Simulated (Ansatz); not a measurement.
# YbSe (Fm-3m): relaxing the cell for a phonon run

Aim: bring YbSe (Fm-3m) to small forces and stress, as phonons need.

Main program and level: Ansatz 0.2.0; DFT PBEsol+U, scalar-relativistic, plane waves, PAW.

Report form: the programs' logs are mostly left out.

The database entry behind the starting cell is an old determination (1939), so it need not match the best structure at ambient conditions.

**1. Set-up**

The structure is cubic, space group Fm-3m (No. 225). The conventional cell has a = 5.867 Å, b = 5.867 Å, c = 5.867 Å, α = 90.00°, β = 90.00°, γ = 90.00°. Yb has 6 Se at 2.93 Å nearest. Nearest to Se lie 6 Yb at 2.93 Å. Farther neighbours and most contacts between anions are not listed.

**2. A coarse first look**

A quick single point on a coarse mesh tells whether the cell has a gap and how far it is from rest, which sets the k mesh and smearing that follow.

Input file input.yaml:

```yaml
crystal:
  lattice:
    - [0.0, 2.9335, 2.9335]
    - [2.9335, 0.0, 2.9335]
    - [2.9335, 2.9335, 0.0]
  atoms:
    - { symbol: Yb, position: [0.0, 0.0, 0.0] }
    - { symbol: Se, position: [0.5, 0.5, 0.5] }
kpoints:
  mp_grid: { grid: [6, 6, 6] }
hamiltonian:
  xc: pbesol
  hubbard: { sites: [{ species: Yb, l: f, u_eff: 6.0 }] }
scf:
  occupations: { method: gaussian, width: 0.1 }
output:
  forces: true
  stress: true
  eigenvalues: true
```

Launch:

```console
> ansatz run input.yaml --threads 8 --pin off --max-ram 14336MiB --backend cpu --events-out ev --progress --plain --runs-dir out
```

Elapsed: 0.49 s, on 8 threads of Intel Xeon 6975P-C (Granite Rapids), shared host; peak memory 0.46 GiB.

Numbers from this step:

| Item | Value |
| --- | --- |
| pressure | -0.5168 GPa |
| gap on the k-mesh | 0.8414 eV |
| volume per atom | 25.24 Å³ |
| direct gap on mesh | 1.345 eV |

The coarse mesh shows a gap of 0.84 eV and a pressure of -0.5 GPa.

**3. Relaxation**

The cell and atoms are relaxed, since residual forces and stress would shift the frequencies.

input.yaml, the sections that differ from step 2:

```yaml
kpoints:
  mp_grid: { grid: [8, 8, 8] }
scf:
  occupations: { method: gaussian, width: 0.02 }
relax:
  adjacent_minimum: "off"
  f_tol: 0.005
  max_steps: 80
  cell: { stress_tol: 0.05 }
# crystal, hamiltonian, output: as in step 2
```

Run time: 1.7 s. Hardware: 8 threads; peak memory 0.51 GiB.

Relaxation path:

| step | energy less that of the first step (eV) | largest force component (eV/Å) | pressure (GPa) | volume (Å³) |
| --- | --- | --- | --- | --- |
| 1 | 0.0000 | 0.0000 | -0.56 | 50.49 |
| 2 | -0.0010 | 0.0000 | 0.26 | 49.73 |
| 3 | -0.0011 | 0.0000 | -0.01 | 49.96 |
| 4* | -0.0010 | 0.0000 | -0.01 | 49.96 |

Relaxation steps marked * repeat the geometry before them on a plane-wave basis chosen anew for their cell, so energy and pressure can jump there.

Forces are held to the 48 operations that the run works with; a distortion that breaks them can't arise in this run.

| conventional cell, symmetrised | before | after | change |
| --- | --- | --- | --- |
| a (Å) | 5.867 | 5.847 | -0.3 % |
| b (Å) | 5.867 | 5.847 | -0.3 % |
| c (Å) | 5.867 | 5.847 | -0.3 % |
| volume (Å³/atom) | 25.24 | 24.98 | -1.0 % |

The relaxed structure:

```cif
data_structure
_symmetry_space_group_name_H-M 'P 1'
_symmetry_Int_Tables_number 1
_cell_length_a 4.1342
_cell_length_b 4.1342
_cell_length_c 4.1342
_cell_angle_alpha 60.000
_cell_angle_beta 60.000
_cell_angle_gamma 60.000
_cell_volume 49.96
loop_
_atom_site_label
_atom_site_type_symbol
_atom_site_fract_x
_atom_site_fract_y
_atom_site_fract_z
_atom_site_occupancy
Yb1 Yb 0.00000 0.00000 0.00000 1
Se2 Se 0.50000 0.50000 0.50000 1
```

This step gave:

```
pressure           : -0.01022 GPa
gap on the k-mesh  : 0.7916 eV
volume per atom    : 24.98 Å³
direct gap on mesh : 1.300 eV
```

In this step the volume went from 25.24 to 24.98 Å³/atom.

**4. Tight relaxation**

Phonons need a cell at rest on their own settings, so the relaxation is repeated with tight tolerances on forces and stress, using the mesh and the filling of the phonon run that follows.

input.yaml, the sections that differ from step 3:

```yaml
crystal:
  lattice:
    - [0.0, 2.923322843, 2.923322843]
    - [2.923322843, 0.0, 2.923322843]
    - [2.923322843, 2.923322843, 0.0]
  atoms:
    - { symbol: Yb, position: [0.0, 0.0, 0.0] }
    - { symbol: Se, position: [0.5, 0.5, 0.5] }
scf:
  occupations: { method: fixed }
relax:
  adjacent_minimum: "off"
  f_tol: 0.001
  max_steps: 60
  cell: { stress_tol: 0.01 }
# kpoints, hamiltonian, output: as in step 3
```

It took 1.1 s on 8 threads; peak memory 0.51 GiB.

Little changed from the start: no atom moved by 0.005 Å and no cell edge by 0.1 %.

Numbers from this step:

* pressure: 0.005182 GPa
* gap on the k-mesh: 0.7901 eV
* direct gap on mesh: 1.299 eV

The forces vanish by symmetry and the pressure is 0.005 GPa, within the tolerances set. The cell now holds 24.98 Å³/atom.

**5. Summary of results**

| Item | Value |
| --- | --- |
| space group after relaxation (within 0.01 Å) | Fm-3m |
| lattice constant a | 5.846 Å |
| lattice constant b | 5.846 Å |
| lattice constant c | 5.846 Å |
| volume per atom | 25.0 Å³ |
| gap on the k-mesh | 0.790 eV |

**Reading.** The forces vanish by symmetry and the pressure is 0.005 GPa, within the tolerances set. The cell now holds 24.98 Å³/atom. The relaxation keeps the symmetry of its start, so it says nothing on stability against lower symmetry. Spin-orbit coupling is left out, which can matter for the heavy elements here.

[Logs are printed without paths, hosts, clocks, repeated set-up lines and the standing remarks that a program may print on its own settings, such as how far it seeks lower states.]

[Hosts, paths, dates, database ids (printed as entryN), source tags and the programs' standing remarks are cut or masked in the printed files.]
